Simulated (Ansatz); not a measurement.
# W2C(OH)2 MXene monolayer in a perpendicular field

What dipole does a perpendicular field induce in the W2C(OH)2 MXene monolayer? A positive field points along +c.

Calculated with Ansatz 0.2.0; plane-wave DFT, PBE-D3(BJ), Ansatz PAW (set soft_1); PAW set soft_1.

The raw output is cut from this account; settings, times and results stay.

### Step 1. The structure

The cell holds 7 atoms: 2 H, 2 O, 2 W and 1 C. Cell: a = 3.125 Å, b = 3.125 Å, c = 44.244 Å, α = 90.0°, β = 90.0°, γ = 120.0°. Vacuum lies along c.

### Step 2. Relaxing the slab

The starting cell is a guess, so the in-plane lattice and the atoms are relaxed first, with the slab cut off from its images along the normal.

input.yaml

```yaml
crystal:
  lattice:
    - [3.125408, 0.0, 0.0]
    - [-1.562704, 2.7066827252, 0.0]
    - [0.0, 0.0, 44.2443915817]
  atoms:
    - { symbol: H, position: [0.3333333333, 0.6666666667, 0.4249126122] }
    - { symbol: O, position: [0.3333333333, 0.6666666667, 0.4470623121] }
    - { symbol: W, position: [0.6666666667, 0.3333333333, 0.4721274791] }
    - { symbol: C, position: [0.0, 0.0, 0.5] }
    - { symbol: W, position: [0.3333333333, 0.6666666667, 0.5278725209] }
    - { symbol: O, position: [0.6666666667, 0.3333333333, 0.5529376879] }
    - { symbol: H, position: [0.6666666667, 0.3333333333, 0.5750873878] }
  periodic: [true, true, false]
kpoints:
  mp_grid: { grid: [12, 12, 1] }
hamiltonian:
  xc: pbe
  dispersion: d3bj
  pseudopotentials: { kind: paw, azcp: { folder: soft_1 } }
scf:
  occupations: { method: fermi_dirac, width: 0.05 }
  convergence: { dr2_threshold: 1.0e-09 }
relax:
  f_tol: 0.004
  max_steps: 90
  cell: {}
output:
  write_potential: true
  write_density: true
  volumetric_format: npy
```

The run is started by

```sh
ansatz run input.yaml --threads 2 --pin off --max-ram 3072MiB --backend cpu --events-out ev --progress --plain --runs-dir out
```

Wall time 2 min (2 threads of Arm Neoverse V1, shared host); peak memory 0.71 GiB.

Relaxation path:

| step | energy less that of the first step (eV) | largest force component (eV/Å) | volume (Å³) |
| --- | --- | --- | --- |
| 1 | 0.0000 | 3.9525 | 374.28 |
| 2 | -0.9642 | 0.9355 | 358.10 |
| 3 | -1.1923 | 0.9171 | 340.44 |
| 4 | -1.2467 | 1.1190 | 323.22 |
| 5 | -1.3219 | 0.3976 | 325.36 |
| 6 | -1.3340 | 0.7261 | 317.42 |
| 7 | -1.3478 | 0.0246 | 319.79 |
| 8 | -1.3479 | 0.0221 | 319.54 |
| 9 | -1.3479 | 0.0018 | 319.81 |
| 10* | -1.3363 | 0.0027 | 319.81 |
| 11 | -1.3367 | 0.0044 | 319.27 |
| 12 | -1.3369 | 0.0006 | 319.05 |
| 13* | -1.3365 | 0.0006 | 319.05 |

Relaxation steps marked * repeat the geometry before them on a plane-wave basis chosen anew for their cell, so energy and pressure can jump there.

Forces are held to the 12 operations that the program found; a distortion that breaks them can't arise in this run.

| cell as run | before | after | change |
| --- | --- | --- | --- |
| a (Å) | 3.125 | 2.886 | -7.7 % |
| b (Å) | 3.125 | 2.886 | -7.7 % |

The atoms that moved most (Å, along periodic axes as changes of fractional coordinates times the final cell, across vacuum about the mean position):

| atom | dx | dy | dz | length |
| --- | --- | --- | --- | --- |
| H1 | 0.000 | 0.000 | -0.509 | 0.509 |
| H7 | 0.000 | 0.000 | 0.509 | 0.509 |
| O6 | 0.000 | 0.000 | 0.503 | 0.503 |
| O2 | 0.000 | 0.000 | -0.503 | 0.503 |
| W5 | 0.000 | 0.000 | 0.126 | 0.126 |
| W3 | 0.000 | 0.000 | -0.126 | 0.126 |

This step gave:

| Quantity | Value |
| --- | --- |
| energy at zero smearing | -22188.3310 eV |

The lattice constant a goes from 3.125 to 2.886 Å.

### Step 3. Atoms held, field 0

A sawtooth potential applies the field, turning back in the middle of the vacuum. With the dipole correction the typed value is the field outside the slab. The induced dipole is small, so the SCF threshold is tight.

The cell differs from the one that the last finished run ended in (c 44.244 → 25.662 Å).

input.yaml

```yaml
crystal:
  lattice:
    - [2.8855705472, 0.0, 0.0]
    - [-1.4427852736, 2.4989773982, 0.0]
    - [0.0, 0.0, 25.661820624]
  atoms:
    - { symbol: H, position: [0.3333333333, 0.6666666667, 0.3507155682] }
    - { symbol: O, position: [0.3333333333, 0.6666666667, 0.3891236058] }
    - { symbol: W, position: [0.6666666667, 0.3333333333, 0.4470215724] }
    - { symbol: C, position: [0.0, 0.0, 0.5] }
    - { symbol: W, position: [0.3333333333, 0.6666666667, 0.5529784276] }
    - { symbol: O, position: [0.6666666667, 0.3333333333, 0.6108763942] }
    - { symbol: H, position: [0.6666666667, 0.3333333333, 0.6492844318] }
kpoints:
  mp_grid: { grid: [18, 18, 1] }
  band_path:
    path: [[0, 0, 0], [0.5, 0, 0], [0.33333333, 0.33333333, 0], [0, 0, 0]]
    npoints: 16
hamiltonian:
  xc: pbe
  dispersion: d3bj
  pseudopotentials: { kind: paw, azcp: { folder: soft_1 } }
scf:
  occupations: { method: fermi_dirac, width: 0.02585 }
  convergence: { dr2_threshold: 1.0e-10 }
efield:
  axis: 3
  dipole_correction: true
  ramp_position: 0.97
  ramp_width: 0.06
  amplitude: 0
output:
  dos: { projected: true, e_range: [-6, 5] }
  write_potential: true
  write_density: true
  volumetric_format: npy
  elf: true
```

The job ended after 25 s (2 threads; peak memory 0.52 GiB).

This step gave:

| Quantity | Value |
| --- | --- |
| energy at zero smearing | -22188.3488 eV |
| work function, upper face | 2.504 eV |
| dipole along the normal | 2.45e-8 e·Å |

Running mean over a fixed 2.7 Å (it still follows the layers) of the planar mean; the ramp of the sawtooth is left out. Electron's electrostatic potential energy less the Fermi level against z:

| z (Å) | electron's electrostatic potential energy less the Fermi level (eV) |
| --- | --- |
| 3.0 | 2.50 |
| 3.5 | 2.50 |
| 4.0 | 2.50 |
| 4.5 | 2.49 |
| 5.0 | 2.48 |
| 5.5 | 2.46 |
| 6.0 | 2.41 |
| 6.5 | 2.31 |
| 7.0 | 2.10 |
| 7.5 | 1.61 |
| 8.0 | 0.893 |
| 8.5 | -0.254 |
| 9.0 | -1.95 |
| 9.5 | -3.84 |
| 10.0 | -7.05 |
| 10.5 | -10.2 |
| 11.0 | -12.2 |
| 11.5 | -12.8 |
| 12.0 | -13.3 |
| 12.5 | -13.3 |
| 13.0 | -13.3 |
| 13.5 | -13.4 |
| 14.0 | -13.0 |
| 14.5 | -12.4 |
| 15.0 | -11.1 |
| 15.5 | -8.16 |
| 16.0 | -4.76 |
| 16.5 | -2.49 |
| 17.0 | -0.794 |
| 17.5 | 0.633 |
| 18.0 | 1.36 |
| 18.5 | 1.99 |
| 19.0 | 2.26 |
| 19.5 | 2.38 |
| 20.0 | 2.45 |
| 20.5 | 2.48 |
| 21.0 | 2.49 |
| 21.5 | 2.50 |
| 22.0 | 2.50 |
| 22.5 | 2.50 |

The density of states has structure finer than the step of the table below, so its rows give means over 0.2 eV. Peaks (eV: height): -5.75: 10.2, -5.50: 8.12, -3.63: 3.74, -1.34: 3.62, 0.07: 7.58, 0.31: 4.36, 0.53: 4.69.

Table of density of states by energy, zero at the Fermi level; means over each step:

| energy (eV) | density of states (states/eV a cell) |
| --- | --- |
| -5.8 | 7.96 |
| -5.6 | 6.54 |
| -5.4 | 4.03 |
| -5.2 | 1.37 |
| -5.0 | 1.46 |
| -4.8 | 1.03 |
| -4.6 | 0.863 |
| -4.4 | 0.750 |
| -4.2 | 0.813 |
| -4.0 | 0.598 |
| -3.8 | 0.816 |
| -3.6 | 2.67 |
| -3.4 | 2.20 |
| -3.2 | 1.24 |
| -3.0 | 0.877 |
| -2.8 | 0.698 |
| -2.6 | 0.658 |
| -2.4 | 0.640 |
| -2.2 | 1.40 |
| -2.0 | 1.38 |
| -1.8 | 1.10 |
| -1.6 | 0.934 |
| -1.4 | 2.57 |
| -1.2 | 1.98 |
| -1.0 | 2.22 |
| -0.8 | 2.57 |
| -0.6 | 1.59 |
| -0.4 | 1.20 |
| -0.2 | 2.38 |
| 0.0 | 4.40 |
| 0.2 | 2.81 |
| 0.4 | 3.38 |

Projected DOS per atom over height of the atomic layer and energy from the Fermi level. Layers: H O W C W O H from below.

Ten even steps from '_' (0.00 states/eV) to '@' (1.91 states/eV), each cell a mean:
```
____++..++____
__..##..##..__
____==__==____
____::__::____
____==__==____
____==__==____
____==..==____
____::__::____
____::__::____
____::__::____
____..__..____
____..__..____
____......____
__..------..__
____..::..____
____..__..____
____..__..____
____......____
____::..::____
__::::..::::__
__@@------@@__
__@@++**++@@__
```
Columns: height of the atomic layer (Å) from 9 to 16.7 (not evenly spaced); rows upwards: energy from the Fermi level (eV) from -5.96 to 0.52.

Electronic bands along the path, in eV, zero at the Fermi level:

| point | band 20 | band 21 | band 22 | band 23 | band 24 | band 25 | band 26 | band 27 |
| --- | --- | --- | --- | --- | --- | --- | --- | --- |
| Γ | -3.23 | -3.23 | -1.46 | -1.46 | -0.04 | -0.04 | 0.32 | 0.38 |
| halfway | -3.88 | -3.73 | -1.74 | -0.49 | -0.16 | 0.20 | 1.14 | 1.47 |
| M | -5.03 | -3.71 | -1.48 | 1.87 | 2.15 | 2.82 | 2.82 | 2.95 |
| halfway | -5.81 | -2.81 | -0.94 | 0.84 | 1.23 | 1.72 | 2.04 | 3.18 |
| K | -5.94 | -1.06 | -0.23 | -0.23 | 0.17 | 1.40 | 1.40 | 3.21 |
| halfway | -4.84 | -2.48 | -2.45 | -0.96 | 0.13 | 0.92 | 1.28 | 1.52 |
| Γ | -3.23 | -3.23 | -1.46 | -1.46 | -0.04 | -0.04 | 0.32 | 0.38 |

Electrostatic potential energy in the ca plane at fractional y = 0.333, with atoms of W and O and H within 0.2 Å of it. With pseudopotentials it is smooth inside the atoms' cores, unlike the true potential.

Values in eV, 5 rows by 16 columns, each cell a mean:
```
  6   6   6   6   6   6   6   5   4 -19 -34  -1  -1  -3 -16  -2
  6   6   6   6   6   6   6   6   4 -28 -41  -5   3  -5 -40 -27
  6   6   6   6   6   6   6   5   4 -19 -34  -1  -1  -3 -16  -2
  6   6   6   6   6   6   5   4   4  -1  -4   0 -12 -11   4   5
  6   6   6   6   6   6   5   4   4  -1  -4   0 -12 -11   4   5
```
Columns run along c (16.0 Å, from fractional 0.06 to 0.68 of the cell; values clipped at the 3rd and 97th percentile), rows up along a (2.9 Å). Atoms in or near the plane, at fractional coordinates: W at (0.45, 0.67), O at (0.61, 0.67), H at (0.65, 0.67).

Valence density in the ca plane at fractional y = 0.333, with atoms of W and O and H within 0.2 Å of it. It is the smooth field of the valence electrons, not physical close to the nuclei.

Ten steps, logarithmic in the rise over the least value, from '0' (0.0 e/Å³) to '9' (7.5 e/Å³), each cell a mean:
```
00000000000000000000011233577643334444565431
00000000000000000000001125799863323334798653
00000000000000000000000125899863223335899764
00000000000000000000001124799853333334788653
00000000000000000000012233577644334443455321
00000000000000000000112343344444445554332110
00000000000000000000123443333444445654221100
00000000000000000000112343344444445553332210
```
Columns run along c (16.0 Å, from fractional 0.06 to 0.68 of the cell), rows up along a (2.9 Å). Atoms in or near the plane, at fractional coordinates: W at (0.45, 0.67), O at (0.61, 0.67), H at (0.65, 0.67).

ELF in the ca plane at fractional y = 0.333, with atoms of W and O and H within 0.2 Å of it. It is the smooth field of the valence electrons, not physical close to the nuclei.

Ten even steps from '0' (0.00) to '9' (0.97), each cell a mean:
```
00000001100000022214653243222148865531011100
00000000100000001146465221232267679972111100
00000000100000000156146211232265479983111100
00000001100000001136565222232268778862111100
00000001100000123214542343222137764421011100
00000001100012246521223565234212321000001100
00000001100012357622334675235310000000001000
00000001100011246511323565233213421000001100
```
Columns run along c (16.0 Å, from fractional 0.16 to 0.79 of the cell), rows up along a (2.9 Å). Atoms in or near the plane, at fractional coordinates: W at (0.45, 0.67), O at (0.61, 0.67), H at (0.65, 0.67).

The work function of the upper face is 2.50 eV.

### Step 4. Atoms held, field 0.1 V/Å

input.yaml, as its differences from that of step 3:

```diff
@@ -28,7 +28,6 @@
   dipole_correction: true
-  ramp_position: 0.97
-  ramp_width: 0.06
-  amplitude: 0
+  ramp_position: 0.9225
+  ramp_width: 0.1551
+  amplitude: 0.1
 output:
-  dos: { projected: true, e_range: [-6, 5] }
   write_potential: true
@@ -36,2 +35 @@
   volumetric_format: npy
-  elf: true
```

The job ended after 27 s (2 threads; peak memory 0.49 GiB; 53 s of CPU time).

The dipole is 0.0520 e·Å.

### Step 5. Atoms held, field -0.1 V/Å

input.yaml, as its differences from that of step 4:

```diff
@@ -30,3 +30,3 @@
   ramp_width: 0.1551
-  amplitude: 0.1
+  amplitude: -0.1
 output:
```

The job ended after 27 s (2 threads; peak memory 0.49 GiB; 53 s of CPU time).

The dipole is -0.0520 e·Å.

### Step 6. Response, atoms held

This step: plane-wave DFT, PBE-D3(BJ), Ansatz PAW (set soft_1); response to a field along the normal, atoms held; PAW set soft_1 (Ansatz 0.2.0).

The dipoles give the slope, and the difference of two potentials shows where the field is screened.

This step gave:

* equivalent conductor thickness p/(ε₀AE): 13.06 Å
* distance between the outer atoms: 7.662 Å

Table of dipole of the cell by applied field:

| applied field (V/Å) | dipole of the cell (e·Å) |
| --- | --- |
| -0.1000 | -0.0520 |
| 0.0000 | 0 |
| 0.1000 | 0.0520 |

Local field over the applied field, running mean. From the potentials at -0.1 and 0.1 V/Å; running mean over 2.5 Å. Local field over applied field against z:

| z (Å) | local field over applied field |
| --- | --- |
| 5 | 0.920 |
| 6 | 0.766 |
| 7 | 0.443 |
| 8 | 0.0530 |
| 9 | -0.146 |
| 10 | -0.134 |
| 11 | -0.0594 |
| 12 | -0.0145 |
| 13 | 0.0116 |
| 14 | -0.0294 |
| 15 | -0.0808 |
| 16 | -0.154 |
| 17 | -0.106 |
| 18 | 0.172 |
| 19 | 0.572 |
| 20 | 0.834 |
| 21 | 0.946 |

The induced electron density oscillates, so the rows of the table below give means over 1 Å (shorter at the two ends). Its distinct maxima (Å: e/Å³ per V/Å): 7.7: 0.00307, 9.7: 3.0e-4, 10.5: 9.5e-4, 14.4: 0.00119, 15.7: 0.00157, 16.5: 0.00136. Distinct minima: 9.1: -0.00136, 10.0: -0.00157, 11.3: -0.00119, 15.1: -9.5e-4, 16.0: -3.0e-4, 18.0: -0.00307.

Electrons, planar mean, per unit field. Induced electron density against z; means over each step:

| z (Å) | induced electron density (e/Å³ per V/Å) |
| --- | --- |
| 5 | 4.0e-4 |
| 6 | 0.00114 |
| 7 | 0.00246 |
| 8 | 0.00262 |
| 9 | -4.7e-4 |
| 10 | -3.4e-4 |
| 11 | -3.8e-4 |
| 12 | -1.6e-4 |
| 13 | 1.7e-5 |
| 14 | 5.0e-4 |
| 15 | -3.3e-5 |
| 16 | 6.8e-4 |
| 17 | -5.0e-4 |
| 18 | -0.00292 |
| 19 | -0.00200 |
| 20 | -8.1e-4 |
| 21 | -2.8e-4 |

By hand: between -0.1 and 0.1 V/Å the dipole changes by 0.1041 e·Å, a slope of 0.5203 e·Å²/V. A perfect conductor of thickness t has p = ε₀AEt, so t = 180.95 × 0.5203 / 7.211 = 13.06 Å (e/ε₀ = 180.95 V·Å, A in Å²).

The induced dipole is that of a conductor 13.06 Å thick.

### Step 7. Results

```json
{
  "gap without field": "none",
  "work function, upper face": "2.50 eV",
  "equivalent conductor thickness, atoms held": "13.1 Å"
}
```

The induced dipole equals that of a perfect conductor 13.06 Å thick, while the outer atoms lie 7.66 Å apart. There is no gap over 0.03 eV, with or without the field. The main runs have no spin polarisation; a magnetic state could lie lower and would change these results. Spin-orbit coupling is left out, which matters for the bands of elements this heavy. The MXene's terminations sit over the metal atoms of its far layer; the site over carbon or nitrogen, which some compounds prefer, was not run.

[Long decimals in the printed logs are rounded to 6 places.]

[Logs are printed without paths, hosts, clocks, repeated set-up lines and the standing remarks that a program may print on its own settings, such as how far it seeks lower states.]

[Hosts, paths, dates, database ids (printed as entryN), source tags and the programs' standing remarks are cut or masked in the printed files.]

[Maps of the electrostatic potential energy from Ansatz leave out the sawtooth potential of an applied field or a dipole correction, so their vacuum need not be flat; planar profiles and work functions include it.]
